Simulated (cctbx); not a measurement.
**Resonant diffraction in RbP2Br7**

Space group P-1 (no. 2), a = 7.4660 Å, b = 9.9280 Å, c = 10.3690 Å, α = 76.52°, β = 85.22°, γ = 77.10°.

```
atom  mult.       x       y       z  Ueq (Å²)
 Rb1      2  0.6232  0.1293  0.7038    0.0275
 Br1      2  0.3814  0.3770  0.9308    0.0283
 Br2      2  0.7238  0.0200  0.0496    0.0189
 Br3      2  0.1086  0.6526  0.1745    0.0249
 Br4      2  0.2428  0.5198  0.5483    0.0229
 Br5      2  0.4983  0.2280  0.3286    0.0301
 Br6      2  0.0416  0.2098  0.2038    0.0227
 Br7      2  0.1312  0.1351  0.5723    0.0245
  P1      2  0.6887  0.3016  0.0590    0.0398
  P2      2  0.1353  0.3520  0.3771    0.0322
```

This is a model crystal, built by substitution and not relaxed, with assumed displacement parameters.

Calculated with cctbx: free-atom f′ and f″ from the Sasaki tables, no fine structure; amplitudes in electrons.

```
E (eV)  F 0 1 1  F 0 0 1  F 0 1 2  F 1 -1 0
 12874      3.7      4.0     12.3      22.4
 13224      3.8      3.6     13.5      23.7
 13354      3.9      3.3     14.5      24.8
 13414      4.1      2.9     15.7      26.0
 13444      4.2      2.5     16.9      27.3
 13459      4.4      2.1     18.1      28.6
 13466      4.6      1.8     19.1      29.8
 13470      4.7      1.4     20.3      31.0
 13478      4.8      2.2     21.4      32.0
 13482      4.6      2.5     20.1      30.5
 13489      4.4      2.8     18.9      29.2
 13504      4.2      3.1     17.6      27.8
 13534      4.0      3.4     16.3      26.4
 13624      3.7      3.9     14.6      24.5
 13874      3.3      4.5     12.5      22.2
```

**Question.** Which edge is crossed, and why do the reflections move as they do?

The K edge of Br. The edge is at 13474 eV. f′ of Br falls from -4.3 e at 13354 eV to -7.7 e at 4 eV below it, and f″ steps from 0.50 to 3.82 e across it. Over that approach |F| changes by +21 % (0 1 1), -58 % (0 0 1), +40 % (0 1 2) and +25 % (1 -1 0): a reflection falls where Br scatters in phase with the total and rises where it scatters against it; it hardly moves where the Br term is small or cancels by symmetry. Above the edge the larger f″ enters the imaginary part, where it can add to or cancel the other atoms' f″. The structure is centrosymmetric, so Friedel mates stay equal.

[Logs are printed without paths, hosts, clocks, repeated set-up lines and the standing remarks that a program may print on its own settings, such as how far it seeks lower states.]
